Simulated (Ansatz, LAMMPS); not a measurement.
# Glassy 83P2O5-8BaO-8K2O (mol %) (75 atoms): atom by atom

Calculated values (Ansatz 0.2.0, Kohn-Sham DFT, PBE, PAW (set soft_2), plane waves; cutoff 420 eV, Γ point, fixed occupations; density 2.70 g/cm³) for step 2 of a relaxation.

Extended XYZ; positions in Å, forces in eV/Å:

```xyz
75
Lattice="10.084 0.000 0.000 0.000 10.084 0.000 0.000 0.000 10.084" Properties=species:S:1:pos:R:3:forces:R:3 pbc="T T T"
P 0.880 4.085 7.873 -2.119 1.839 4.373
P 4.667 6.102 0.503 1.876 -0.939 -0.237
P 5.481 3.630 2.381 2.418 -0.229 -0.259
P 4.944 4.279 5.369 -6.293 -0.635 -0.947
P 3.928 3.943 8.393 -0.833 1.013 -1.335
P 4.054 0.866 1.983 -1.754 -2.131 2.140
P 5.546 7.369 5.536 -1.089 -0.985 1.772
P 9.195 5.895 1.882 0.257 -0.171 -1.436
P 9.796 1.584 4.392 -2.815 -0.910 -0.763
P 4.887 1.002 9.072 1.830 0.853 1.396
P 3.973 8.158 8.301 -1.885 -1.914 -1.120
P 8.288 7.898 7.029 1.296 0.078 1.043
P 7.725 5.757 9.212 -0.943 -1.325 -1.570
P 5.249 1.317 5.905 -0.498 -1.844 -0.176
P 0.721 3.296 1.936 3.362 -2.481 -0.035
P 2.307 0.636 5.778 0.064 1.572 1.989
P 2.532 7.910 4.524 1.604 0.679 2.028
P 1.911 7.385 1.582 -0.504 1.166 -3.108
P 0.309 6.058 5.530 -2.546 -0.052 -1.657
P 6.685 7.664 2.567 -1.062 0.011 -3.008
Ba 8.268 1.012 1.288 -0.675 0.562 1.054
K 0.822 0.331 9.197 0.372 -0.009 -0.188
K 7.931 2.137 7.569 0.072 0.041 -0.262
O 9.794 5.755 4.203 0.218 -0.579 0.795
O 9.400 0.231 3.863 -0.070 -0.170 -0.610
O 6.182 7.600 4.030 0.355 0.394 0.327
O 0.503 4.961 9.040 0.661 -0.388 -1.151
O 4.846 4.759 1.517 -1.286 0.506 -0.772
O 2.317 0.581 7.238 -0.800 -0.210 0.961
O 4.771 2.256 2.391 0.068 1.111 0.420
O 5.292 1.281 7.426 0.082 0.163 1.071
O 4.781 9.734 2.446 1.118 0.112 0.171
O 8.845 9.239 7.304 -0.646 -0.256 -0.003
O 5.568 7.017 1.650 -0.500 0.261 0.621
O 0.438 6.759 1.833 -0.549 -0.132 0.312
O 9.732 4.452 1.926 -3.732 2.540 0.398
O 4.744 4.321 7.176 1.203 -0.041 0.906
O 7.954 6.641 2.535 1.827 -2.126 1.532
O 0.663 5.029 6.562 0.823 0.152 -1.518
O 1.059 1.321 5.204 2.355 0.506 0.764
O 2.604 7.734 7.934 -0.093 0.877 0.533
O 8.564 5.939 0.429 1.798 0.609 0.528
O 2.423 3.842 7.997 2.603 -0.448 -0.488
O 1.717 8.469 0.613 -0.447 0.497 0.486
O 5.402 4.233 3.806 1.442 1.172 -0.721
O 5.953 0.154 5.335 0.751 0.614 -0.419
O 0.244 2.799 7.615 -0.202 -1.377 -0.505
O 3.068 6.510 1.129 1.240 -1.826 0.645
O 4.347 9.609 8.632 -0.054 0.659 0.167
O 0.221 2.433 3.179 0.025 0.854 -0.504
O 4.000 7.622 4.843 -0.257 -0.299 -1.137
O 0.438 2.430 0.731 -0.811 -0.127 -0.017
O 4.810 7.759 6.993 1.773 -0.088 -1.166
O 6.911 3.387 1.969 -0.150 0.002 -0.121
O 2.248 9.257 5.221 -0.496 -1.658 -1.725
O 8.756 2.365 5.122 0.744 0.006 0.300
O 7.967 4.652 8.273 0.169 -0.482 0.183
O 3.746 1.193 5.494 -1.951 0.566 -2.446
O 2.234 7.893 3.042 0.264 0.484 0.487
O 3.460 4.227 5.143 0.430 0.393 0.384
O 4.553 7.361 9.501 1.176 0.344 1.340
O 2.674 0.914 2.535 -0.551 0.488 -0.415
O 6.320 5.703 9.771 -1.712 0.477 0.595
O 6.311 1.045 9.567 0.733 -0.240 -0.330
O 7.289 8.811 1.864 0.103 0.436 0.765
O 4.069 5.084 9.404 -1.186 0.007 0.493
O 5.504 5.786 5.562 1.827 1.231 0.285
O 1.618 6.885 5.184 0.798 0.252 0.983
O 7.961 7.095 8.348 0.013 1.073 0.994
O 4.301 2.608 8.999 -0.275 -0.573 0.962
O 2.038 3.900 2.183 0.047 0.470 -0.136
O 9.348 7.005 6.268 0.496 0.135 -0.031
O 6.972 7.761 6.233 -0.389 -0.056 -1.354
O 4.143 0.927 0.435 -1.398 -0.163 -2.664
O 5.559 2.791 5.531 2.280 -0.343 0.133
```

The quench rate of 20 K/ps is many orders above laboratory rates, so the cell is likely richer in defects and strain than a real sample. The network of bonds at the start is that of the classical potential that made the cell. Only the Γ point is sampled, in a cell whose shortest periodic width is 10 Å.

The r.m.s. force component is 1.24 eV/Å; the longest force, 6.40 eV/Å, acts on P4. The energy lies 48.7 meV/atom below that of the first step of this run.

[Logs are printed without paths, hosts, clocks, repeated set-up lines and the standing remarks that a program may print on its own settings, such as how far it seeks lower states.]

[Hosts, paths, dates, database ids (printed as entryN), source tags and the programs' standing remarks are cut or masked in the printed files.]
